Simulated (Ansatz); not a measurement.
# How fast states decay through Mg5SeS4, part 2 of 3

Aim: relax a made-up compound, Mg5SeS4, and see how good a tunnel barrier it would be. It is built by putting Mg for Zn in the Zn5SeS4 structure of space group I-4m2, with the volume rescaled by atomic radii. The parent structure comes from the Materials Project.

Ansatz 0.2.0; PBE DFT, plane waves, PAW files (the session's first sound run).

So far. Step 2 (Relaxing the new crystal): The largest force component on a free atom ends at 0.0083 eV/Å.

The structure was built from a prototype and need not be the compound's stable phase.

## Step 3: Band edges

The energy window and the wavevectors of the next steps follow from the band edges, so these are searched first, off the mesh as well.

input.yaml

```yaml
crystal:
  lattice:
    - [-2.0362125079, 2.0362125079, 14.3721938063]
    - [2.0362125079, -2.0362125079, 14.3721938063]
    - [2.0362125079, 2.0362125079, -14.3721938063]
  atoms:
    - { symbol: Mg, position: [0.3044091745, 0.3044091745, 0.0] }
    - { symbol: Mg, position: [0.6955908255, 0.6955908255, 0.0] }
    - { symbol: Mg, position: [0.0975899127, 0.0975899127, 0.0] }
    - { symbol: Mg, position: [0.5, 0.5, 0.0] }
    - { symbol: Mg, position: [0.9024100873, 0.9024100873, 0.0] }
    - { symbol: Se, position: [0.25, 0.75, 0.5] }
    - { symbol: S, position: [0.6464802704, 0.1464802704, 0.5] }
    - { symbol: S, position: [0.0488003819, 0.5488003819, 0.5] }
    - { symbol: S, position: [0.4511996181, 0.9511996181, 0.5] }
    - { symbol: S, position: [0.8535197296, 0.3535197296, 0.5] }
kpoints:
  mp_grid: { grid: [8, 8, 8] }
  band_path: { path: [VBM, CBM], npoints: 30 }
scf:
  occupations: { method: fixed }
hamiltonian:
  xc: pbe
output:
  eigenvalues: true
  write_potential: true
  write_density: true
  volumetric_format: npy
  elf: true
```

Command:

```sh
$ ansatz run input.yaml --threads 2 --pin off --max-ram 4096MiB --backend cpu --events-out ev --progress --plain --runs-dir out
```

Numbers of over 12 decimals in the logs are rounded to 6 here.

The log of the run:

```text
[...]
Crystal: 10 atoms, lattice volume = 238.358 Å³
Basis set: ecut = 420 eV, 4669 PW (Γ), FFT grids on a1−a2, a2, a1+a3
Bands: 55, of which v1, the nominal top of the filled ones, is band 45 counted from 1 (44 counted from 0)
Symmetry: 8 space group operations
[...]
k-points: 59 of 512 (time reversal used)
[...]
SCF iter   1: F=—  HF=-18710.234775 eV  |F-HF|=—  |Δ(HF+E_count)|=         —  Δρ=4.50e-4  dr2=7.29e-4  ethr=1.77e-3  ⟨swp⟩=4.9  Hψ=11848  notcnv=0  defer=420
[...]
SCF iter   6: F=-18710.233161 eV  HF=-18710.233161 eV  |F-HF|=4.92e-8  |Δ(HF+E_count)|=   1.05e-7  Δρ=4.09e-6  dr2=5.45e-8  ethr=1.11e-10  ⟨swp⟩=14.0  Hψ=16348  notcnv=0
SCF 1 converged in 6 iterations: F = -18710.233161 eV  dr2 = 5.45e-8
[...]
NSCF: frozen V_eff on 30 k-points
[...]
SCF converged after 6 iterations
Free energy (F): -18710.233161 eV
[...]
Internal energy: -18710.233161 eV  (E = F + TS)
E sigma→0 (E₀):  -18710.233161 eV
Fermi energy:    3.492375 eV
[...]
--- Band table (eV; the first three rows and the last of 59) ---
  k-point 0: bands = [... 41 lower, 2.8824, 3.2060, 3.4123, 3.4123, 6.3795, 7.2510, 7.3623, 8.0335, ... 6 higher]
  k-point 1: bands = [... 41 lower, 2.9241, 3.0438, 3.1653, 3.1752, 7.2557, 7.8658, 8.0193, 8.4328, ... 6 higher]
  k-point 2: bands = [... 41 lower, 2.6358, 2.7034, 2.9064, 2.9424, 8.1364, 8.7111, 8.8371, 9.2814, ... 6 higher]
  k-point 58: bands = [... 41 lower, 2.9562, 2.9562, 3.3959, 3.3959, 6.8897, 7.0528, 7.1145, 7.9236, ... 6 higher]
```

Elapsed: 59 s, on 2 threads of Intel Xeon 6975P-C (Granite Rapids), shared host; peak memory 0.84 GiB.

This step gave:

* free energy: -18710.2332 eV
* Fermi energy: 3.492 eV
* gap on the k-mesh: 2.887 eV
* gap on path: 2.887 eV, by band count; negative where bands overlap
* direct gap on path: 2.967 eV
* edge places on path: 0, 0.7763 1/A along the path

The electronic bands at the labelled points (eV, zero at the Fermi level (highest filled level under fixed occupations); v1 is the highest filled band, c1 the lowest empty one):

```
  point     v4     v3     v2     v1    c1    c2    c3    c4
    VBM  -0.78  -0.77  -0.61   0.00  4.56  4.87  5.04  5.63
halfway  -0.61  -0.59  -0.50  -0.04  4.27  4.56  4.64  4.77
    CBM  -0.61  -0.29  -0.08  -0.08  2.89  3.76  3.87  4.54
```

ELF in the ac plane of the conventional cell at fractional y = 0.000, with atoms of Mg and Se and S within 0.2 Å of it. It is the smooth field of the valence electrons, not physical close to the nuclei.

Ten even steps from '_' (0.02) to '@' (0.86), each cell a mean:
```
__________........__________
....______________________..
----::--**%%%%%%%%##++::::--
__::**@@@@%%++--**@@@@%%==..
____..--++**######++==::____
____________________________
....____________________....
----::--**%%%%%%%%%%++::::--
__::**@@@@%%++--**@@@@%%==..
____..::==**####**++==::____
____________________________
::::..__..::::::::::____::::
::::--**@@@@%%##%%@@%%==--::
__::++##@@%%**++##@@%%**--..
______..::--======--..______
____________________________
----::__--==========..__::--
..::++%%@@%%**++##@@@@##==::
__..==##%%%%##**##%%##**--__
________..::------::..______
____________________________
----::..--++++++++++::__::--
..::++%%@@%%++==##@@@@##--..
____--++##%%%%%%%%%%**==::__
```
Columns run along a (4.1 Å), rows up along c (28.7 Å), edges of the conventional cell, whose origin can differ from the input's. Atoms in or near the plane, at fractional coordinates: Mg at (0.00, 0.30), Mg at (0.00, 0.70), Mg at (0.00, 0.10), Mg at (0.00, 0.50), Mg at (0.00, 0.90), Se at (0.50, 0.25), S at (0.50, 0.65), S at (0.50, 0.05), S at (0.50, 0.45), S at (0.50, 0.85).

Electrostatic potential energy in the ac plane of the conventional cell at fractional y = 0.000, with atoms of Mg and Se and S within 0.2 Å of it. With pseudopotentials it is smooth inside the atoms' cores, unlike the true potential.

Values in eV, 24 rows by 14 columns, each cell a mean:
```
  9   9   9   8   8   8   8   8   8   8   8   9   9   9
-11  -7   0   4   6   7   8   8   8   7   5   2  -3  -9
-38 -32 -14  -1   3   2  -1  -2   0   2   2  -5 -23 -36
  5   6   6   4  -8 -26 -29 -27 -30 -20  -1   5   6   5
  9   9   9   9   7   5   3   2   4   6   8   9   9   9
  9   9   9   9   9   9   8   8   8   9   9   9   9   9
-13  -8  -1   4   6   7   8   8   8   7   5   2  -4 -11
-36 -31 -14   0   3   1  -3  -4  -1   2   2  -4 -22 -34
  6   6   6   4  -8 -26 -29 -27 -30 -20  -1   5   6   6
  9   9   9   9   7   6   4   3   4   6   8   9   9   9
  7   7   8   8   8   8   8   8   8   8   8   8   7   7
-29 -24 -10   1   5   7   8   8   7   6   3  -3 -16 -27
-22 -17  -5   1  -1 -10 -15 -15 -13  -6   1  -1 -10 -20
  8   8   8   6  -3 -17 -21 -20 -21 -12   2   7   8   8
  9   9   9   9   8   8   8   7   8   8   9   9   9   9
  3   4   5   6   7   8   8   8   8   7   7   6   5   4
-42 -36 -16  -1   4   6   7   7   7   5   2  -6 -25 -40
 -5  -2   2   2  -6  -8  -6  -6  -7  -8  -2   2   0  -4
  9   9   8   6  -2  -6  -6  -5  -6  -5   2   7   9   9
  9   9   9   9   8   8   8   8   8   8   8   9   9   9
  3   4   5   6   7   8   8   8   8   7   7   6   4   3
-43 -37 -16  -1   4   6   6   6   6   5   2  -6 -25 -41
 -4  -1   3   3  -7 -22 -25 -24 -25 -17  -1   3   1  -2
  9   9   9   7   4  -4 -10 -10  -8  -1   6   8   9   9
```
Columns run along a (4.1 Å; values clipped at the 3rd and 97th percentile), rows up along c (28.7 Å), edges of the conventional cell, whose origin can differ from the input's. Atoms in or near the plane, at fractional coordinates: Mg at (0.00, 0.30), Mg at (0.00, 0.70), Mg at (0.00, 0.10), Mg at (0.00, 0.50), Mg at (0.00, 0.90), Se at (0.50, 0.25), S at (0.50, 0.65), S at (0.50, 0.05), S at (0.50, 0.45), S at (0.50, 0.85).

Valence density in the ac plane of the conventional cell at fractional y = 0.000, with atoms of Mg and Se and S within 0.2 Å of it. It is the smooth field of the valence electrons, not physical close to the nuclei.

Ten steps, logarithmic in the rise over the least value, from '_' (0 e/Å³) to '@' (15 e/Å³), each cell a mean:
```
____________________________
++--..__________________::==
@@%%==..::::::--::::..::++@@
____..::--====--====--::..__
________..::::::::....______
____________________________
++==..__________________::++
@@##==..::::------::::::++%%
____..::--====--====--::..__
________....::::::....______
____________________________
@@##--________________..++%%
##**--::------------::::==##
____..::--==--------::..____
____________....____________
____________________________
@@%%==..................**@@
--::..::--**%%@@##++--::..--
____....--++##%%**==::..____
____________________________
____________________________
@@%%==..................**@@
::::..::--==----====--::..::
______..::--------::....____
```
Columns run along a (4.1 Å), rows up along c (28.7 Å), edges of the conventional cell, whose origin can differ from the input's. Atoms in or near the plane, at fractional coordinates: Mg at (0.00, 0.30), Mg at (0.00, 0.70), Mg at (0.00, 0.10), Mg at (0.00, 0.50), Mg at (0.00, 0.90), Se at (0.50, 0.25), S at (0.50, 0.65), S at (0.50, 0.05), S at (0.50, 0.45), S at (0.50, 0.85).

The searched edges give 2.89 eV, as on the mesh.

## Step 4: Decaying states in the gap

This step: PBE DFT, plane waves, PAW files; complex bands by layer matching along the plane's normal (Ansatz 0.2.0).

The same crystal is laid in a cell whose first two vectors span the (001) plane (indices of the standard conventional cell, whose axes can be ordered otherwise than in the bulk input). At fixed energy and wavevector in the plane the solver finds all kz, real and complex. A few wavevectors are listed, (0, 0), (-0.5, 0) and (0.5, 0) (two of them one point) in units of the plane's reciprocal vectors; the slowest state needn't be among them.

input.yaml

```yaml
crystal:
  lattice:
    - [4.072425016, 0.0, 0.0]
    - [0.0, 4.072425016, 0.0]
    - [2.036212508, 2.036212508, 14.372193806]
  atoms:
    - { symbol: Mg, position: [0.6955908255, 0.6955908255, 0.608818349] }
    - { symbol: Mg, position: [0.3044091745, 0.3044091745, 0.391181651] }
    - { symbol: Mg, position: [0.9024100873, 0.9024100873, 0.1951798254] }
    - { symbol: Mg, position: [0.5, 0.5, 0.0] }
    - { symbol: Mg, position: [0.0975899127, 0.0975899127, 0.8048201746] }
    - { symbol: Se, position: [0.25, 0.75, 0.5] }
    - { symbol: S, position: [0.8535197296, 0.3535197296, 0.2929605408] }
    - { symbol: S, position: [0.4511996181, 0.9511996181, 0.0976007638] }
    - { symbol: S, position: [0.0488003819, 0.5488003819, 0.9023992362] }
    - { symbol: S, position: [0.6464802704, 0.1464802704, 0.7070394592] }
kpoints:
  mp_grid: { grid: [6, 6, 6] }
scf:
  occupations: { method: fixed }
hamiltonian:
  xc: pbe
output:
  eigenvalues: true
  transmission:
    leads: [[0, 0]]
    kpoints: [[0.0, 0.0], [-0.5, 0.0], [0.5, 0.0]]
    e_range: [-1.0, 3.89]
    de: 0.12
```

The log of the run:

```text
[...]
Crystal: 10 atoms, lattice volume = 238.358 Å³
Basis set: ecut = 420 eV, 4669 PW (Γ)
Bands: 55, of which v1, the nominal top of the filled ones, is band 45 counted from 1 (44 counted from 0)
Symmetry: 8 space group operations
[...]
k-points: 30 of 216 (time reversal used)
[...]
SCF iter   1: F=—  HF=-18710.232962 eV  |F-HF|=—  |Δ(HF+E_count)|=         —  Δρ=4.38e-4  dr2=6.93e-4  ethr=1.77e-3  ⟨swp⟩=5.0  Hψ=5978  notcnv=0  defer=208
[...]
SCF iter   6: F=-18710.232043 eV  HF=-18710.232043 eV  |F-HF|=5.50e-8  |Δ(HF+E_count)|=   8.51e-8  Δρ=4.07e-6  dr2=5.23e-8  ethr=1.11e-10  ⟨swp⟩=14.3  Hψ=8196  notcnv=0
SCF 1 converged in 6 iterations: F = -18710.232043 eV  dr2 = 5.23e-8
[...]
transmission: 21 of 63 steps passed
transmission: 42 of 63 steps passed
transmission: 63 of 63 steps passed
SCF converged after 6 iterations
Free energy (F): -18710.232043 eV
[...]
Internal energy: -18710.232043 eV  (E = F + TS)
E sigma→0 (E₀):  -18710.232043 eV
Fermi energy:    3.493068 eV
[...]
--- Band table (eV; the first three rows and the last of 30) ---
  k-point 0: bands = [... 41 lower, 2.8826, 3.2062, 3.4128, 3.4128, 6.3795, 7.2509, 7.3625, 8.0336, ... 6 higher]
  k-point 1: bands = [... 41 lower, 2.9046, 3.1422, 3.4090, 3.4090, 6.4599, 7.1448, 7.5140, 7.7696, ... 6 higher]
  k-point 2: bands = [... 41 lower, 2.9406, 2.9700, 3.4008, 3.4008, 6.6759, 7.0549, 7.4035, 7.7490, ... 6 higher]
  k-point 29: bands = [... 41 lower, 2.0970, 2.1188, 2.1883, 2.3020, 7.0303, 7.2500, 7.7692, 8.1096, ... 6 higher]
--- Transmission ---
  basis      : 145 plane waves across, 21 finite elements along
  points     : 3, as listed
  energies   : 41 from -1.000000 to 3.800000 eV about the Fermi level, 0.120000 eV apart; the leads are filled to 1.443234 eV, and channels, transmission and decay are at 1.400000 eV
  crystal 0  : Mg5S4Se1, at the sites [0, 0], period 14.3722 Å: whole cells are its period
    offset         : up to 0.0000 Å between an atom of the period and one for which it stands
    channels       : 0.000000e0 a spin
    conductance    : none, the energies end too early or step too widely for 300 K: set another output.transmission.e_range or a lower de, or, where they end at an eighth of basis.ecutwfc, a higher one
    slowest decay  : 0.2318 /Å at (0.0000, 0.0000)
```

It took 38 s on 2 threads; peak memory 0.65 GiB; 59 s of CPU time.

Numbers from this step:

| Property | Result |
| --- | --- |
| free energy | -18710.2320 eV |
| Fermi energy | 3.493 eV |
| gap on the k-mesh | 2.886 eV |
| level to which the leads are filled | 1.443 eV from the Fermi level |
| decay constant at the filling level, zone centre | 0.2318 Å⁻¹ |
| decay constant at the filling level, slowest listed point | 0.2318 Å⁻¹ |

K parallel (0, 0); values up to 1.254 1/Å, a degenerate pair printed once or twice; energies at which all values exceed this have no row. Table of Im kz of the slowest decaying states by energy, zero at the highest filled level on the SCF mesh:

```
energy (eV)  decay 1 (Å⁻¹)  decay 2 (Å⁻¹)  decay 3 (Å⁻¹)  decay 4 (Å⁻¹)
      -1.00         0.0886          0.757              -              -
      -0.76         0.0133         0.0858          0.739              -
      -0.52         0.0712          0.722           1.23              -
      -0.28         0.0236          0.203          0.703           1.21
      -0.04          0.133          0.184          0.683           1.19
       0.20          0.177          0.360          0.663           1.16
       0.44          0.203          0.438          0.642           1.13
       0.68          0.220          0.490          0.620           1.11
       0.92          0.230          0.529          0.596           1.08
       1.16          0.233          0.558          0.571           1.05
       1.40          0.232          0.545          0.581           1.02
       1.64          0.225          0.516          0.599          0.989
       1.88          0.213          0.486          0.612          0.957
       2.12          0.195          0.452          0.622          0.924
       2.36          0.169          0.415          0.629          0.889
       2.60          0.129          0.373          0.633          0.852
       2.84         0.0542          0.324          0.635          0.814
       3.08          0.265          0.635          0.773              -
       3.32          0.182          0.632          0.730              -
       3.56        0.00207          0.628          0.683              -
       3.80         0.0222          0.622          0.632              -
```

K parallel (-0.5, 0); values up to 1.254 1/Å, a degenerate pair printed once or twice; energies at which all values exceed this have no row. Table of Im kz of the slowest decaying states by energy, zero at the highest filled level on the SCF mesh:

```
energy (eV)  decay 1 (Å⁻¹)  decay 2 (Å⁻¹)  decay 3 (Å⁻¹)
      -1.00          0.746           1.21              -
      -0.88        0.00764          0.621           1.20
      -0.64          0.637           1.17              -
      -0.52          0.110          0.706           1.16
      -0.28          0.204          0.755           1.14
      -0.16          0.234          0.755           1.12
      -0.04          0.258          0.720           1.11
       0.20          0.297          0.794           1.09
       0.32          0.312          0.816           1.07
       0.44          0.326          0.830           1.06
       0.68          0.348          0.848           1.03
       0.80          0.357          0.854           1.02
       1.04          0.371          0.860          0.994
       1.16          0.376          0.861          0.981
       1.28          0.381          0.861          0.968
       1.52          0.388          0.859          0.941
       1.64          0.390          0.857          0.927
       1.76          0.391          0.854          0.913
       2.00          0.391          0.847          0.885
       2.12          0.389          0.842          0.871
       2.36          0.384          0.832          0.842
       2.48          0.381          0.826          0.828
       2.60          0.376          0.813          0.819
       2.84          0.364          0.784          0.805
       2.96          0.357          0.769          0.798
       3.08          0.349          0.753          0.790
       3.32          0.329          0.722          0.773
       3.44          0.317          0.706          0.764
       3.68          0.289          0.674          0.744
       3.80          0.273          0.657          0.734
```

K parallel (0.5, 0); values up to 1.254 1/Å, a degenerate pair printed once or twice; energies at which all values exceed this have no row. Im kz of the slowest decaying states against energy, zero at the highest filled level on the SCF mesh:

```
energy (eV)  decay 1 (Å⁻¹)  decay 2 (Å⁻¹)  decay 3 (Å⁻¹)
      -1.00          0.746           1.21              -
      -0.88        0.00764          0.621           1.20
      -0.76          0.371           1.19              -
      -0.64          0.637           1.17              -
      -0.52          0.110          0.706           1.16
      -0.40          0.166          0.739           1.15
      -0.28          0.204          0.755           1.14
      -0.04          0.258          0.720           1.11
       0.08          0.279          0.755           1.10
       0.20          0.297          0.794           1.09
       0.32          0.312          0.816           1.07
       0.44          0.326          0.830           1.06
       0.56          0.337          0.841           1.05
       0.68          0.348          0.848           1.03
       0.80          0.357          0.854           1.02
       0.92          0.364          0.858           1.01
       1.04          0.371          0.860          0.994
       1.16          0.376          0.861          0.981
       1.28          0.381          0.861          0.968
       1.52          0.388          0.859          0.941
       1.64          0.390          0.857          0.927
       1.76          0.391          0.854          0.913
       1.88          0.391          0.851          0.899
       2.00          0.391          0.847          0.885
       2.12          0.389          0.842          0.871
       2.24          0.387          0.837          0.857
       2.36          0.384          0.832          0.842
       2.48          0.381          0.826          0.828
       2.60          0.376          0.813          0.819
       2.72          0.371          0.799          0.813
       2.84          0.364          0.784          0.805
       3.08          0.349          0.753          0.790
       3.20          0.340          0.738          0.782
       3.32          0.329          0.722          0.773
       3.44          0.317          0.706          0.764
       3.56          0.304          0.690          0.754
       3.68          0.289          0.674          0.744
       3.80          0.273          0.657          0.734
```

At the listed wavevectors the last open channel is at -0.40 eV and the next at +2.96 eV on the grid, wider than the gap, since narrow bands can fall between grid energies. At +1.40 eV, the grid energy nearest the filling level (the middle of the gap on the SCF mesh), the slowest state at the listed wavevectors decays with κ = 0.232 Å⁻¹, its amplitude falling by e over 4.3 Å. Through 1 nm of this crystal that state's transmission falls by exp(−2 × 0.232 Å⁻¹ × 10 Å) = 0.0097.

(Continued in part 3 of 3.)

[Logs are printed without paths, hosts, clocks, repeated set-up lines and the standing remarks that a program may print on its own settings, such as how far it seeks lower states.]

[Hosts, paths, dates, database ids (printed as entryN), source tags and the programs' standing remarks are cut or masked in the printed files.]
